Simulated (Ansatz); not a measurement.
## Ge2SeN2 (Cmc2_1): band gap by G0W0 on PBE

Aim: the quasiparticle gap of Ge2SeN2 (Cmc2_1), starting from PBE.

Method: PBE, then G0W0 on it, plane waves, PAW, in Ansatz 0.2.0.

**1. Set-up**

The structure is orthorhombic, space group Cmc2_1 (No. 36). Conventional cell: a = 11.278 Å, b = 5.903 Å, c = 5.183 Å, α = 90.00°, β = 90.00°, γ = 90.00°. Nearest to Ge lie 3 N at 1.85 to 1.88 Å and 1 Se at 2.38 Å. Nearest to Se lie 2 Ge at 2.38 Å. Nearest to N lie 3 Ge at 1.85 to 1.88 Å. Farther neighbours and most contacts between anions are not listed.

The cell and positions are those that the Materials Project relaxed with its own functionals (PBE, PBE+U or r2SCAN), kept fixed. At the settings of the band run the largest force is still 0.08 eV/Å.

**2. Bands along the symmetry lines**

Levels along a band path and on the mesh show where this functional puts the band edges.

This step: DFT, PBE, plane waves, PAW; PAW set soft_1.

input.yaml

```yaml
crystal:
  lattice:
    - [5.6390191657, -2.9515389733, 0.0]
    - [5.6390191657, 2.9515389733, 0.0]
    - [0.0, 0.0, 5.183237]
  atoms:
    - { symbol: Ge, position: [0.333819, 0.03403, 0.33372] }
    - { symbol: Ge, position: [0.96597, 0.666181, 0.33372] }
    - { symbol: Ge, position: [0.666181, 0.96597, 0.83372] }
    - { symbol: Ge, position: [0.03403, 0.333819, 0.83372] }
    - { symbol: Se, position: [0.289802, 0.710198, 0.174027] }
    - { symbol: Se, position: [0.710198, 0.289802, 0.674027] }
    - { symbol: "N", position: [0.346734, 0.090559, 0.681267] }
    - { symbol: "N", position: [0.909441, 0.653266, 0.681267] }
    - { symbol: "N", position: [0.653266, 0.909441, 0.181267] }
    - { symbol: "N", position: [0.090559, 0.346734, 0.181267] }
kpoints:
  mp_grid: { grid: [4, 4, 4] }
  band_path:
    path:
      - [[0.0, 0.0, 0.0], [0.5, 0.5, 0.0], [0.31849043, 0.68150957, 0.0]]
      - [[-0.31849043, 0.31849043, 0.0], [0.0, 0.0, 0.0], [0.0, 0.0, 0.5], [-0.31849043, 0.31849043, 0.5]]
      - [[0.31849043, 0.68150957, 0.5], [0.5, 0.5, 0.5], [0.5, 0.5, 0.0]]
      - [[0.0, 0.0, 0.0], [0.0, 0.5, 0.0], [0.0, 0.5, 0.5], [0.0, 0.0, 0.5], [0.5, 0.5, 0.5]]
    npoints: 10
hamiltonian:
  xc: pbe
  pseudopotentials: { kind: paw, azcp: { folder: soft_1 } }
scf:
  occupations: { method: fermi_dirac, width: 0.02 }
  n_extra_bands: 7
output:
  eigenvalues: true
  forces: true
  stress: true
  write_density: true
  write_potential: true
  elf: true
  volumetric_format: npy
```

On the command line:

```console
> ansatz run input.yaml --threads 2 --pin off --max-ram 92160MiB --backend cuda --events-out ev --progress --plain --runs-dir out --devices 1 --max-vram 13GiB
```

Numbers of over 12 decimals in the logs are rounded to 6 here.

Log:

```text
scf.n_extra_bands = 7 over 54 filled bands (N_el = 108.0): the run solves 61 bands
GPUs: using 1 of 1 available (devices: 1).
Engine: ansatz 0.2.0, x86_64-unknown-linux-gnu
Pseudopotentials: kind: paw
Pseudopotential: Ge, paw, valence charge 14, recommended cutoff 420 eV (normal), soft_1/Ge.paw.azcp
Pseudopotential: Se, paw, valence charge 16, recommended cutoff 420 eV (normal), soft_1/Se.paw.azcp
Pseudopotential: N, paw, valence charge 5, recommended cutoff 420 eV (normal), soft_1/N.paw.azcp
Functional definition: PBE
  parameter kappa = 0.804
  parameter beta = 0.066725
  exchange = pbe_x(kappa = kappa, mu = beta*pi^2/3)
  correlation = pbe_c(beta = beta)
device memory: the entry about to start is reckoned to put 3.4 GiB on a device that reports 29.0 GiB free (of which the cap on the GPU budget leaves the run 13.0 GiB)
GPU FFT provider: cuFFT
GPU libraries: cuBLAS 13.8.2, cuFFT 12.4.0, cuSOLVER 12.3.4
Crystal: 10 atoms, lattice volume = 172.537 Å³
Basis set: ecut = 420 eV, 3383 PW (Γ), exchange–correlation on 90×90×72 points (8 copies of the dense FFT grid, shifted against one another)
Bands: 61, of which v1, the nominal top of the filled ones, is band 54 counted from 1 (53 counted from 0)
Symmetry: 4 space group operations
Space group: Cmc21 (ITA 36), of the structure as read, at distance tolerance 5.6e-5 Å
k-points: 21 of 64 (time reversal used)
Non-local potential: Ge, projectors of the file, l = 0: 2, l = 1: 2, l = 2: 3, l = 3: 1
Non-local potential: Se, projectors of the file, l = 0: 2, l = 1: 2, l = 2: 3, l = 3: 1
Non-local potential: N, projectors of the file, l = 0: 2, l = 1: 2, l = 2: 1
PAW form: soft (Blöchl's): semilocal exchange-correlation on the pseudo side does not see the compensation charge
PAW one-centre angular grid: Ge, 590 points (default); XC on 64 Gauss nodes
PAW one-centre angular grid: Se, 590 points (default); XC on 64 Gauss nodes
PAW one-centre angular grid: N, 110 points (default); XC on 64 Gauss nodes
Initial density: superposition of atomic densities (chi_scale 0.1, normalization cell, long waves kept (reshape's long-wave potential 0.02 eV rms))
Initial wavefunctions: pseudopotential atomic-orbital guess
GPU buffer pool allocated for 72900 grid points (all kernels)
GPU transforms: local potential and band sums: pruned to the plane-wave sphere, on 45×45×36
Functional: x = pbe(κ = 0.804, μ = 0.219515), c = pbe(β = 0.066725)
SCF iter   1: F=—  HF=-29658.081967 eV  |F-HF|=—  |Δ(HF+E_count)|=         —  Δρ=9.20e-2  dr2=1.51e1  ethr=3.10e-3  ⟨swp⟩=6.0  Hψ=4761  notcnv=0
preconditioner: auto → Resta (q_TF=auto, 2.523 Å⁻¹)  ε∞=2.9  [insulator: Δε(μ)=1.058 eV  Ē_g=19.376 eV  σ=0.020 eV  W_gap=1.00  n_scr=46 (ndim 8)  ℏωp=26.5 eV  f_vac=0.060  D(μ)=0.00/eV (n_scr^D=0)  ε∞_Penn≈2.9]
SCF iter   2: F=—  HF=-29654.554920 eV  |F-HF|=—  |Δ(HF+E_count)|=    3.53e0  Δρ=3.85e-2  dr2=1.29e0  ethr=3.10e-3  ⟨swp⟩=3.5  Hψ=2284  notcnv=0  defer=21
SCF iter   3: F=—  HF=-29654.362555 eV  |F-HF|=—  |Δ(HF+E_count)|=   1.92e-1  Δρ=1.88e-2  dr2=3.47e-1  ethr=1.20e-3  ⟨swp⟩=2.1  Hψ=1604  notcnv=0  defer=63
SCF iter   4: F=—  HF=-29654.351164 eV  |F-HF|=—  |Δ(HF+E_count)|=   1.14e-2  Δρ=8.63e-3  dr2=8.08e-2  ethr=3.21e-4  ⟨swp⟩=2.6  Hψ=2372  notcnv=0  defer=63
SCF iter   5: F=—  HF=-29654.331642 eV  |F-HF|=—  |Δ(HF+E_count)|=   1.95e-2  Δρ=1.75e-3  dr2=5.83e-3  ethr=7.48e-5  ⟨swp⟩=2.0  Hψ=2436  notcnv=0  defer=63
SCF iter   6: F=—  HF=-29654.333549 eV  |F-HF|=—  |Δ(HF+E_count)|=   1.91e-3  Δρ=3.64e-4  dr2=2.11e-4  ethr=5.39e-6  ⟨swp⟩=2.0  Hψ=2436  notcnv=0  defer=63
SCF iter   7: F=—  HF=-29654.333459 eV  |F-HF|=—  |Δ(HF+E_count)|=   9.03e-5  Δρ=9.47e-5  dr2=1.68e-5  ethr=1.95e-7  ⟨swp⟩=2.0  Hψ=2142  notcnv=0  defer=63
SCF iter   8: F=—  HF=-29654.333668 eV  |F-HF|=—  |Δ(HF+E_count)|=   2.09e-4  Δρ=3.79e-5  dr2=2.03e-6  ethr=1.55e-8  ⟨swp⟩=2.0  Hψ=2415  notcnv=0  defer=63
SCF iter   9: F=-29654.333675 eV  HF=-29654.333675 eV  |F-HF|=1.10e-7  |Δ(HF+E_count)|=   6.58e-6  Δρ=5.98e-6  dr2=6.63e-8  ethr=9.26e-11  ⟨swp⟩=14.1  Hψ=10005  notcnv=0
SCF 1 converged in 9 iterations: F = -29654.333675 eV  dr2 = 6.63e-8
  greatest PAW one-centre occupation: 1.000 electrons in one spin orbital (limit 2), on the Se atom at site 5 (counted from 0), in its partial waves of l = 2
device memory: the entry about to start is reckoned to put 2.9 GiB on a device that reports 28.0 GiB free (of which the cap on the GPU budget leaves the run 13.0 GiB)
NSCF: frozen V_eff on 114 k-points
SCF converged after 9 iterations
Free energy (F): -29654.333675 eV
Harris-Foulkes:  -29654.333675 eV  (|F-HF|=1.10e-7)
Internal energy: -29654.333675 eV  (E = F + TS)
E sigma→0 (E₀):  -29654.333675 eV
Fermi energy:    7.656553 eV
--- Per-component energies (eV) ---
  E_band       = -1472.643905
  E_kinetic    = 1104.731932
  E_local      = -16150.118857  (includes V_loc(G=0)·N_el)
  E_nonlocal   = 321.088067
  E_hartree    = 7822.761088
  E_xc         = -688.447670
  E_vxc        = -735.268057  (∫ρ·V_xc dr)
  E_paw        = -12846.546892  (= ΣΔE_a)
  E_vpaw       = -1658.590359  (= ΣTr[D̂ρ^β])
  E_aug_tail   = 0.002947  (compensation charges beyond the density's cutoff)
  E_ewald      = -9217.804291
  E_smearing   = -0.000000  (= −TS)
  E_closure    = 0.000000  (closes the sum)
  Σ components = -29654.333675   (vs F -29654.333675, Δ=0.00e0)
--- Forces (eV/Å), atoms counted from 1 ---
  atom   1  Ge    -0.07502161    -0.02412914    -0.02064934
  atom   2  Ge     0.07502161    -0.02412914    -0.02064934
  atom   3  Ge     0.07502161     0.02412914    -0.02064934
  atom   4  Ge    -0.07502161     0.02412914    -0.02064934
  atom   5  Se     0.00000000    -0.00707895    -0.00508756
  atom   6  Se     0.00000000     0.00707895    -0.00508756
  atom   7  N     -0.00667508    -0.01576949     0.02319627
  atom   8  N      0.00667508    -0.01576949     0.02319627
  atom   9  N      0.00667508     0.01576949     0.02319627
  atom  10  N     -0.00667508     0.01576949     0.02319627
  max |Σ_I F_I| component: 1.26e-5 eV/Å
--- Stress (GPa, compression-positive) ---
        0.451521       0.000000       0.000000
        0.000000       0.838585       0.000000
        0.000000       0.000000       0.942244
  P = ⅓ Tr σ = 0.7441 GPa (7.441 kbar)
--- Band table (eV; the first three rows and the last of 21) ---
  k-point 0: bands = [... 50 lower, 5.8350, 6.4393, 6.5691, 6.6544, 8.4774, 9.8426, 9.8762, 11.2192, ... 3 higher]
  k-point 1: bands = [... 50 lower, 5.8651, 6.3319, 6.3715, 6.4514, 9.1874, 9.8915, 10.1795, 10.6092, ... 3 higher]
  k-point 2: bands = [... 50 lower, 6.1063, 6.1063, 6.4815, 6.4815, 9.7496, 9.7496, 9.8600, 9.8600, ... 3 higher]
  k-point 20: bands = [... 50 lower, 5.7352, 5.7352, 6.2626, 6.2626, 10.4052, 10.4052, 10.6761, 10.6761, ... 3 higher]
```

It took 12 s on 1 × NVIDIA H100 80GB HBM3 (shared by 6 runs) with 2 threads of AMD EPYC 7R13 (Zen 3), shared host; peak memory 1 GiB; 14 s of CPU time.

In the SCF lines HF is the Harris–Foulkes energy and dr2 the Hartree energy of the density residual, in eV; the loop may stop once dr2 is under the threshold and the program's other checks hold. Hψ counts applications of the Hamiltonian.

Numbers from this step:

```yaml
pressure: 0.7441 GPa
filled_bands: 54
gap: 1.693 eV
valence_top_at: k = (0.000, 0.500, 0.400)
conduction_bottom_at: Γ
least_direct_gap: 1.823 eV
```

Over mesh and path the gap is 1.693 eV, from k = (0.000, 0.500, 0.400) to k = Γ. The least direct gap found is 1.823 eV, at k = Γ. On the 4×4×4 mesh alone the same run gives 1.694 eV, so that mesh misses an edge of PBE: 1.694 − 1.693 = +0.001 eV.

The electronic bands at the labelled points (eV, zero at the top of the highest nominally filled band):

```
     point  band 51  band 52  band 53  band 54  band 55  band 56  band 57  band 58
         Γ    -0.95    -0.35    -0.22    -0.13     1.69     3.06     3.09     4.43
   halfway    -0.69    -0.67    -0.15    -0.07     2.34     3.11     3.80     4.41
         Y    -0.74    -0.38    -0.07    -0.01     2.88     3.68     4.14     4.79
   halfway    -0.88    -0.54    -0.25    -0.07     3.09     3.66     3.96     4.64
        F0    -1.06    -0.80    -0.42    -0.23     3.45     3.48     3.95     4.40
jump to Δ0    -1.06    -0.80    -0.42    -0.23     3.45     3.48     3.95     4.40
   halfway    -1.11    -0.60    -0.52    -0.18     2.55     3.27     3.47     4.38
         Γ    -0.95    -0.35    -0.22    -0.13     1.69     3.06     3.09     4.43
   halfway    -0.92    -0.45    -0.41    -0.33     2.40     3.11     3.39     3.82
         Z    -0.68    -0.68    -0.30    -0.30     2.96     2.96     3.08     3.08
   halfway    -0.99    -0.99    -0.10    -0.10     3.24     3.24     3.37     3.37
        B0    -1.17    -1.17    -0.08    -0.08     3.54     3.54     3.64     3.64
jump to G0    -1.17    -1.17    -0.08    -0.08     3.54     3.54     3.64     3.64
   halfway    -1.19    -1.19    -0.35    -0.35     3.63     3.63     3.73     3.73
         T    -1.05    -1.05    -0.52    -0.52     3.62     3.62     3.89     3.89
   halfway    -1.02    -0.64    -0.35    -0.27     3.38     3.59     4.14     4.50
         Y    -0.74    -0.38    -0.07    -0.01     2.88     3.68     4.14     4.79
 jump to Γ    -0.95    -0.35    -0.22    -0.13     1.69     3.06     3.09     4.43
   halfway    -0.98    -0.87    -0.32    -0.16     2.43     3.18     3.50     4.49
         S    -1.26    -1.20    -0.36    -0.06     3.26     3.27     3.85     4.44
   halfway    -0.88    -0.86    -0.10    -0.05     2.99     3.11     3.78     4.17
         R    -0.60    -0.60    -0.03    -0.03     3.20     3.20     3.85     3.85
   halfway    -0.88    -0.88    -0.04    -0.04     2.99     2.99     3.57     3.57
         Z    -0.68    -0.68    -0.30    -0.30     2.96     2.96     3.08     3.08
   halfway    -1.11    -1.11    -0.09    -0.09     2.96     2.96     3.78     3.78
         T    -1.05    -1.05    -0.52    -0.52     3.62     3.62     3.89     3.89
```

Electrostatic potential energy in the ab plane of the conventional cell at fractional z = 0.174, with atoms of Se and N within 0.2 Å of it. With pseudopotentials it is smooth inside the atoms' cores, unlike the true potential.

Ten even steps from '0' (-35 eV) to '9' (13 eV), each cell a mean:
```
99999732599999877789999732589999
99999500289998556578999500279999
99999500278886589758888500389999
99999854677886599757877754799999
99999998765677566567755688999999
99999998755678765688655689999999
99999999766689988998766789999999
99999999877889999999877789999999
77899997325899999999973259999987
65789995002799999999950028999855
97588885003899999999950027888658
97578777547999999999985467788659
65677556889999999999999876567756
56886556899999999999999875567876
89987667899999999999999976668998
99998777899999999999999987788999
```
Columns run along a (11.3 Å; values clipped at the 3rd and 97th percentile), rows up along b (5.9 Å), edges of the conventional cell, whose origin can differ from the input's. Atoms in or near the plane, at fractional coordinates: Se at (0.00, 0.29), Se at (0.50, 0.79), N at (0.22, 0.87), N at (0.72, 0.37), N at (0.28, 0.37), N at (0.78, 0.87).

ELF in the ab plane of the conventional cell at fractional z = 0.174, with atoms of Se and N within 0.2 Å of it. It is the smooth field of the valence electrons, not physical close to the nuclei.

Ten even steps from '_' (0.01) to '@' (0.88), each cell a mean:
```
______..++##%%%%@@%%==__..++%%@@@@@@##--__::**@@%%##%%**--______
______--##%%++--%%%%==..::**%%%%%%%%##==..::##@@++--##%%++..____
______==%%@@**==%%%%==::--**##==--**##++::::**%%**++%%@@**..____
______--##@@@@%%%%**----++##**::..==##**==--++##%%%%@@%%++..____
______..--++****++----==**%%%%**++##%%##++----==++****==::______
__________....::::----==++##%%%%%%%%%%**==------::::....________
--::..______..::====------==**######++==----====--..________::--
%%##++..__..==**%%##**==::..::====--::..--++##%%##++::____--**%%
@@@@##--__::**@@%%##%%**--____________..++##%%%%@@%%==__..++%%@@
%%%%##==..::##@@++--##%%++..__________--##%%++--%%%%==..::**%%%%
--**##++::::**%%**++%%@@**..__________==%%@@**==%%%%==::--**##==
..==##**==--++##%%%%@@%%++..__________--##@@@@%%%%**----++##**::
++##%%##++----==++****==::____________..--++****++----==**%%%%**
%%%%%%**==------::::....__________________....::::----==++##%%%%
####++==----====--..________::----::..______..::====------==**##
==--::..--++##%%##++::____--**%%%%##++..__..==**%%##**==::..::==
```
Columns run along a (11.3 Å), rows up along b (5.9 Å), edges of the conventional cell, whose origin can differ from the input's. Atoms in or near the plane, at fractional coordinates: Se at (0.00, 0.29), Se at (0.50, 0.79), N at (0.22, 0.87), N at (0.72, 0.37), N at (0.28, 0.37), N at (0.78, 0.87).

(Part 1 of 3 ends here.)

[Paths, hosts, dates, memory and timing lines, banners, echoed tables and standing remarks are left out of the program output.]

[Logs are printed without paths, hosts, clocks, repeated set-up lines and the standing remarks that a program may print on its own settings, such as how far it seeks lower states.]

[Runs of the session that timed out or met a known fault of the program may be left out.]

[Cells called generated may have been cut or substituted from an entry of the Crystallography Open Database or the Materials Project.]

[Hosts, paths, dates, database ids (printed as entryN), source tags and the programs' standing remarks are cut or masked in the printed files.]

[Where an RPA ε∞ is given, it is that of the G0W0 mesh and is not shown converged in it. Names of k-points follow the symmetry that the program found, which can be lower than the space group named. Band edges on a path are those of the sampled points; other points can move an edge, and change direct to indirect where valleys lie close.]

[Hybrid gaps are those of their k-mesh and are not shown converged in it.]
